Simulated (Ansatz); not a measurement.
# LaBi (model cell, started as CsCl type): a soft mode frozen in

Aim: this structure of LaBi (model cell, started as CsCl type) is to be tested for unstable modes, and one is followed downhill.

Calculated with Ansatz 0.2.0; DFT PBEsol, scalar-relativistic, plane waves, PAW.

Most raw output is cut from this account.

The structure was built from a prototype and need not be the compound's stable phase.

### Step 1. Set-up

Symmetry: Pm-3m, No. 221, cubic system. The conventional cell has a = 3.981 Å, b = 3.981 Å, c = 3.981 Å, α = 90.00°, β = 90.00°, γ = 90.00°. Nearest to La lie 8 Bi at 3.45 Å. Bi has 8 La at 3.45 Å nearest. Farther neighbours are not listed.

### Step 2. The dispersion

The cell comes from relaxations at this level that are not shown. Stability and thermal properties need the whole zone. Linear response on a 4×4×4 q mesh gives force constants as far as a supercell of that size would.

Input file input.yaml:

```yaml
crystal:
  lattice:
    - [3.9810793579, 0.0, 0.0]
    - [0.0, 3.9810793579, 0.0]
    - [0.0, 0.0, 3.9810793579]
  atoms:
    - { symbol: La, position: [0.0, 0.0, 0.0] }
    - { symbol: Bi, position: [0.5, 0.5, 0.5] }
kpoints:
  mp_grid: { grid: [12, 12, 12] }
hamiltonian:
  xc: pbesol
scf:
  occupations: { method: methfessel_paxton, width: 0.15 }
output:
  eigenvalues: true
phonons:
  method: dfpt
  qmesh: [4, 4, 4]
  temperatures: { t_max: 1000, t_step: 50 }
  qpath:
    path:
      - [[0.0, 0.0, 0.0], [0.0, 0.5, 0.0], [0.5, 0.5, 0.0], [0.0, 0.0, 0.0], [0.5, 0.5, 0.5], [0.0, 0.5, 0.0]]
      - [[0.5, 0.5, 0.5], [0.5, 0.5, 0.0]]
    npoints: 10
```

Run with:

```bash
$ ansatz run input.yaml --threads 4 --pin off --max-ram 7168MiB --backend cpu --events-out ev --progress --plain --runs-dir out
```

Wall time 8.3 min (4 threads of Arm Neoverse V2, shared host); peak memory 3.1 GiB.

This step gave:

```yaml
volume_per_atom: 31.55 Å³
gap_on_the_k_mesh: 0 eV
sum_rule_residual_before_enforcement: 4.73e-5 eV/Å²
lowest_frequency_on_the_path: -53.79 cm⁻¹
point_group: m-3m
highest_frequency_on_the_path_or_at_a_solved_wavevector: 117.9 cm⁻¹
highest_optical_mode_at_the_zone_centre_no_lo_to_term: 79.62 cm⁻¹
lowest_optical_zone_centre_mode: 79.62 cm⁻¹
lowest_mode_on_the_q_mesh_acoustic_modes_at_gamma_apart: -53.79 cm⁻¹
```

Frequencies (cm⁻¹) solved at each irreducible wavevector; negative means imaginary. Frequencies by wavevector, by row:

| q in reciprocal lattice units | star | mode 1 | mode 2 | mode 3 | mode 4 | mode 5 | mode 6 |
| --- | --- | --- | --- | --- | --- | --- | --- |
| 0 0 0 | 1 | 0 | 0 | 0 | 79.6 | 79.6 | 79.6 |
| 0 0 0.25 | 6 | -29.7 | -29.7 | 56 | 68.9 | 68.9 | 88.6 |
| 0 0 -0.5 | 3 | -53.8 | -53.8 | 58.9 | 58.9 | 83.3 | 86.1 |
| 0 0.25 0.25 | 12 | -41 | 35.6 | 59.9 | 68.5 | 75.2 | 102.2 |
| 0 0.25 -0.5 | 12 | -42.9 | 48.2 | 53.8 | 56.2 | 94.9 | 106.4 |
| 0 -0.5 -0.5 | 3 | -53.2 | 35.4 | 50.4 | 50.4 | 117.9 | 117.9 |
| 0.25 0.25 0.25 | 8 | 42.9 | 42.9 | 57.2 | 79.9 | 90.7 | 90.7 |
| 0.25 0.25 -0.5 | 12 | 44.9 | 48.7 | 55.2 | 70.7 | 96.3 | 108.3 |
| 0.25 -0.5 -0.5 | 6 | 55.9 | 55.9 | 58.9 | 60.8 | 105.3 | 105.3 |
| -0.5 -0.5 -0.5 | 1 | 75.3 | 75.3 | 75.3 | 85 | 85 | 85 |

Interpolated from a 4×4×4 q mesh. The phonon branches at the labelled points (cm⁻¹):

| point | branch 1 | branch 2 | branch 3 | branch 4 | branch 5 | branch 6 |
| --- | --- | --- | --- | --- | --- | --- |
| Γ | 0 | 0 | 0 | 80 | 80 | 80 |
| halfway | -30 | -30 | 56 | 69 | 69 | 89 |
| X | -54 | -54 | 59 | 59 | 83 | 86 |
| halfway | -43 | 48 | 54 | 56 | 95 | 106 |
| M | -53 | 35 | 50 | 50 | 118 | 118 |
| halfway | -41 | 36 | 60 | 68 | 75 | 102 |
| Γ | 0 | 0 | 0 | 80 | 80 | 80 |
| halfway | 43 | 43 | 57 | 80 | 91 | 91 |
| R | 75 | 75 | 75 | 85 | 85 | 85 |
| halfway | 45 | 49 | 55 | 71 | 96 | 108 |
| X | -54 | -54 | 59 | 59 | 83 | 86 |
| jump to R | 75 | 75 | 75 | 85 | 85 | 85 |
| halfway | 56 | 56 | 59 | 61 | 105 | 105 |
| M | -53 | 35 | 50 | 50 | 118 | 118 |

Symmetry leaves 10 wavevectors to solve. The lowest mode among them, the acoustic zeros apart, lies at q = (0, 0, -0.5) and is imaginary, 53.8i cm⁻¹, so the energy falls along it.

### Step 3. The mode frozen in, largest atomic shift 0 Å

The mode followed lies at q = (0, 0, -0.5) with frequency 53.8i cm⁻¹ and is 2-fold degenerate, the softest among the wavevectors solved. At small amplitude the distorted cell has space group no. 63 by a symmetry search on the positions. The undistorted cell that holds it gives the zero of energy on the same k mesh.

System of this step: LaBi (model cell, started as CsCl type). The structure is cubic, space group Pm-3m (No. 221). The conventional cell has a = 3.981 Å, b = 3.981 Å, c = 3.981 Å, α = 90.00°, β = 90.00°, γ = 90.00°. Nearest to La lie 8 Bi at 3.45 Å. Nearest to Bi lie 8 La at 3.45 Å. Farther neighbours are not listed.

Input file input.yaml:

```yaml
crystal:
  lattice:
    - [3.9810793579, 0.0, 0.0]
    - [0.0, 3.9810793579, 0.0]
    - [0.0, 0.0, 7.9621587158]
  atoms:
    - { symbol: La, position: [0.0, 0.0, 0.0] }
    - { symbol: La, position: [0.0, 0.0, 0.5] }
    - { symbol: Bi, position: [0.5, 0.5, 0.25] }
    - { symbol: Bi, position: [0.5, 0.5, 0.75] }
kpoints:
  mp_grid: { grid: [10, 10, 6] }
hamiltonian:
  xc: pbesol
scf:
  occupations: { method: methfessel_paxton, width: 0.15 }
output:
  forces: true
  stress: true
  eigenvalues: true
```

The job ended after 5.1 s (4 threads; peak memory 0.58 GiB).

Numbers from this step:

| Property | Result |
| --- | --- |
| pressure | 0.04396 GPa |
| energy from the undistorted cell | 0 meV/atom |

The run ends at a pressure of 0.04 GPa.

### Step 4. The mode frozen in, largest atomic shift 0.22 Å

The atoms are moved along the unstable eigenvector, the largest shift by 0.22 Å, with the cell fixed.

input.yaml, the sections that differ from step 3:

```yaml
crystal:
  lattice:
    - [3.9810793579, 0.0, 0.0]
    - [0.0, 3.9810793579, 0.0]
    - [0.0, 0.0, 7.9621587158]
  atoms:
    - { symbol: La, position: [0.0390757073, 0.0390757073, 0.0] }
    - { symbol: La, position: [-0.0390757073, -0.0390757073, 0.5] }
    - { symbol: Bi, position: [0.5, 0.5, 0.25] }
    - { symbol: Bi, position: [0.5, 0.5, 0.75] }
# kpoints, hamiltonian, scf, output: as in step 3
```

Run time: 8.3 s. Hardware: 4 threads; peak memory 0.67 GiB; 32 s of CPU time.

This step gave:

- pressure: 0.4979 GPa
- energy from the undistorted cell: -7.145 meV/atom

The energy, extrapolated to zero smearing, is -7.14 meV/atom against the undistorted cell.

The run ends at a pressure of 0.50 GPa, with forces up to 0.014 eV/Å.

### Step 5. Energy along the mode, all amplitudes (two of the runs are shown above)

An imaginary frequency means negative curvature, so the energy should fall and then rise again as anharmonic terms take over.

Numbers from this step:

| Quantity | Value |
| --- | --- |
| depth at the lowest point sampled | 7.145 meV/atom |
| largest atomic shift at that point | 0.22 Å |

Table of energy from the parent by largest atomic shift:

| largest atomic shift (Å) | energy from the parent (meV/atom) |
| --- | --- |
| 0.000 | 0 |
| 0.040 | -0.663 |
| 0.080 | -2.36 |
| 0.140 | -5.35 |
| 0.220 | -7.14 |
| 0.320 | -0.887 |
| 0.450 | 33.0 |

Displacement at unit largest shift by atom:

| atom | x (Å) | y (Å) | z (Å) | size |
| --- | --- | --- | --- | --- |
| La1 | 0.707 | 0.707 | 0.000 | 1.000 |
| La2 | -0.707 | -0.707 | 0.000 | 1.000 |
| Bi3 | 0.000 | 0.000 | 0.000 | 0.000 |
| Bi4 | 0.000 | 0.000 | 0.000 | 0.000 |

The lowest of the steps tried is at 0.22 Å, 7.14 meV/atom below the parent; the bottom of the well need not coincide with a step.

### Step 6. Relaxation from the frozen mode

Starting from the lowest point found, all atoms and the cell are let go, so that strain and other modes of the same symmetry can join in.

Edit input.yaml of step 4 so:

```diff
@@ -20 +20,6 @@
   eigenvalues: true
+relax:
+  adjacent_minimum: "off"
+  f_tol: 0.002
+  max_steps: 120
+  cell: { stress_tol: 0.03 }
```

Elapsed: 2.1 min, on 4 threads; peak memory 0.74 GiB.

Step by step:

| step | energy less that of the first step (eV) | largest force component (eV/Å) | pressure (GPa) | volume (Å³) |
| --- | --- | --- | --- | --- |
| 1 | 0.0000 | 0.0097 | 0.50 | 126.19 |
| 2 | -0.0062 | 0.0251 | -0.27 | 127.88 |
| 3 | -0.0177 | 0.0411 | -0.70 | 128.98 |
| 4 | -0.1000 | 0.0399 | -1.16 | 131.05 |
| 5 | -0.1243 | 0.0309 | -0.96 | 131.10 |
| 6 | -0.1366 | 0.0149 | 0.22 | 129.03 |
| 7 | -0.1351 | 0.0633 | 0.02 | 129.00 |
| 8 | -0.1413 | 0.0027 | -0.01 | 129.27 |
| 9 | -0.1422 | 0.0026 | -0.04 | 129.14 |
| 10 | -0.1423 | 0.0006 | 0.00 | 128.94 |
| 11 | -0.1423 | 0.0002 | -0.01 | 128.86 |
| 12* | -0.1434 | 0.0002 | 0.01 | 128.86 |
| 13 | -0.1434 | 0.0003 | -0.01 | 129.00 |
| 14* | -0.1435 | 0.0003 | -0.01 | 129.00 |

Relaxation steps marked * repeat the geometry before them on a plane-wave basis chosen anew for their cell, so energy and pressure can jump there. Relaxation step 7 was tried and not accepted.

Forces are held to the 8 operations that the run works with; a distortion that breaks them can't arise in this run.

| conventional cell, symmetrised | before | after | change |
| --- | --- | --- | --- |
| a (Å) | 5.630 | 5.030 | -10.7 % |
| b (Å) | 5.630 | 6.102 | +8.4 % |
| c (Å) | 7.962 | 8.405 | +5.6 % |
| volume (Å³/atom) | 31.55 | 32.25 | +2.2 % |

The atoms that moved most (Å, as changes of fractional coordinates times the final cell):

| atom | dx | dy | dz | length |
| --- | --- | --- | --- | --- |
| La1 | 0.054 | 0.054 | 0.000 | 0.076 |
| La2 | -0.054 | -0.054 | 0.000 | 0.076 |

Final coordinates:

```cif
data_structure
_symmetry_space_group_name_H-M 'P 1'
_symmetry_Int_Tables_number 1
_cell_length_a 3.9540
_cell_length_b 3.9540
_cell_length_c 8.4052
_cell_angle_alpha 90.000
_cell_angle_beta 90.000
_cell_angle_gamma 79.005
_cell_volume 129.00
loop_
_atom_site_label
_atom_site_type_symbol
_atom_site_fract_x
_atom_site_fract_y
_atom_site_fract_z
_atom_site_occupancy
La1 La 0.05155 0.05155 0.00000 1
La2 La 0.94845 0.94845 0.50000 1
Bi3 Bi 0.50000 0.50000 0.25000 1
Bi4 Bi 0.50000 0.50000 0.75000 1
```

This step gave:

```
pressure        : -0.005295 GPa
volume per atom : 32.25 Å³
```

The distorted start has space group Cmcm; the relaxation ends in Cmcm.

### Step 7. The new phase in its own primitive cell

The relaxed structure is symmetrised, reduced to its primitive cell and relaxed tightly, as its phonons need.

input.yaml, the sections that differ from step 6:

```yaml
crystal:
  lattice:
    - [2.5152127855, -3.0509305332, 0.0]
    - [2.5152127855, 3.0509305332, 0.0]
    - [0.0, 0.0, 8.405235288]
  atoms:
    - { symbol: La, position: [0.9484502434, 0.0515497566, 0.75] }
    - { symbol: La, position: [0.0515497566, 0.9484502434, 0.25] }
    - { symbol: Bi, position: [0.5, 0.5, 0.0] }
    - { symbol: Bi, position: [0.5, 0.5, 0.5] }
relax:
  adjacent_minimum: "off"
  f_tol: 0.001
  max_steps: 60
  cell: { stress_tol: 0.01 }
# kpoints, hamiltonian, scf, output: as in step 6
```

The job ended after 24 s (4 threads; peak memory 0.74 GiB; 94 s of CPU time).

Little changed from the start: no atom moved by 0.005 Å and no cell edge by 0.1 %.

Numbers from this step:

- pressure: 0.003990 GPa

The largest force component left is 0.18 meV/Å and the pressure is 0.004 GPa, within the tolerances set. The cell now holds 32.25 Å³/atom.

### Step 8. Modes of the new phase, k-mesh 10×10×6

A relaxed structure may still be a saddle point, so its zone-centre modes are computed. No field response is asked, since the mesh shows no gap.

input.yaml, the sections that differ from step 7:

```yaml
crystal:
  lattice:
    - [2.5147999729, -3.051000685, 0.0]
    - [2.5147999729, 3.051000685, 0.0]
    - [0.0, 0.0, 8.4053129522]
  atoms:
    - { symbol: La, position: [0.9484078132, 0.0515921868, 0.75] }
    - { symbol: La, position: [0.0515921868, 0.9484078132, 0.25] }
    - { symbol: Bi, position: [0.5, 0.5, 0.0] }
    - { symbol: Bi, position: [0.5, 0.5, 0.5] }
output:
  eigenvalues: true
phonons:
  method: dfpt
# kpoints, hamiltonian, scf: as in step 7
# relax: removed
```

It took 2.3 min on 4 threads; peak memory 2.9 GiB.

Numbers from this step:

```
sum-rule residual before enforcement                    : 6.32e-5 eV/Å²
point group                                             : mmm
highest optical mode at the zone centre (no LO-TO term) : 116.9 cm⁻¹
lowest optical zone-centre mode                         : 18.65 cm⁻¹
```

Patterns of degenerate modes are one choice out of their space. Modes at Γ, with each element's share of the kinetic energy:

| mode | frequency (cm⁻¹) | symmetry | La % | Bi % |
| --- | --- | --- | --- | --- |
| 1 | 0.0 | acoustic | 40 | 60 |
| 2 | 0.0 | acoustic | 40 | 60 |
| 3 | 0.0 | acoustic | 40 | 60 |
| 4 | 18.6 | B1u | 4 | 96 |
| 5 | 41.7 | Ag | 100 | 0 |
| 6 | 61.5 | B2u | 54 | 46 |
| 7 | 73.0 | Au | 0 | 100 |
| 8 | 75.3 | B1g | 100 | 0 |
| 9 | 99.0 | B2u | 6 | 94 |
| 10 | 113.3 | B1u | 56 | 44 |
| 11 | 115.1 | B3g | 100 | 0 |
| 12 | 116.9 | B3u | 60 | 40 |

Displacements in mode 4 (18.6 cm⁻¹), the largest set to 1:
```
La1  0.00  0.00 -0.26
La2  0.00  0.00 -0.26
Bi3  0.00 -1.00  0.17
Bi4  0.00  1.00  0.17
```

Displacements in mode 10 (113.3 cm⁻¹), the largest set to 1:
```
La1  0.00  0.00  1.00
La2  0.00  0.00  1.00
Bi3  0.00 -0.29 -0.66
Bi4  0.00  0.29 -0.66
```

Before it was imposed, the acoustic sum rule was missed by 6.3e-5 eV/Å². Small misses are needed for a sound result but don't prove that mesh and cutoff are converged. The lowest optical mode is real, 18.6 cm⁻¹.

### Step 9. What came out

```
unstable mode of the parent                                                      : q = (0, 0, -0.5), 54i cm⁻¹
depth at the lowest point sampled                                                : 7.14 meV/atom
largest atomic shift at that point                                               : 0.22 Å
space group reached (within 0.01 Å)                                              : Cmcm
energy gained over the parent (first relaxation, on the mesh of the frozen mode) : 43.1 meV/atom
volume per atom, phase reached                                                   : 32.2 Å³
lowest optical zone-centre mode, phase reached                                   : 18.6 cm⁻¹
highest optical mode at the zone centre (no LO-TO term), phase reached           : 117 cm⁻¹
```

In words: Along this mode the structure falls into Cmcm, 43.1 meV/atom below the parent. At the parent's cell the well is 7.145 meV/atom deep on the steps tried, with its lowest point at a shift of 0.22 Å. Relaxing atoms and cell changes the gain by +35.98 meV/atom against the lowest step (energies at zero smearing). Most of the total comes from this relaxation. The new phase has no imaginary mode at the zone centre of its cell; other wavevectors were not checked. Of the 4 patterns followed to their end from this parent, this one ends 29.3 meV/atom above the lowest, P4/nmm. Each path keeps the symmetry of its pattern, so a lower phase may lie along a pattern not tried. With no gap, or one that is small against the smearing, the frequencies hang on the k mesh and the smearing, most of all near Kohn anomalies. Spin-orbit coupling is left out, which can matter for the heavy elements here. A phonon run warned that its eigensolver left some bands unconverged in a pass. The starting cell was built on a prototype and not taken from a measurement, so the phase need not exist.

[Logs are printed without paths, hosts, clocks, repeated set-up lines and the standing remarks that a program may print on its own settings, such as how far it seeks lower states.]

[Hosts, paths, dates, database ids (printed as entryN), source tags and the programs' standing remarks are cut or masked in the printed files.]
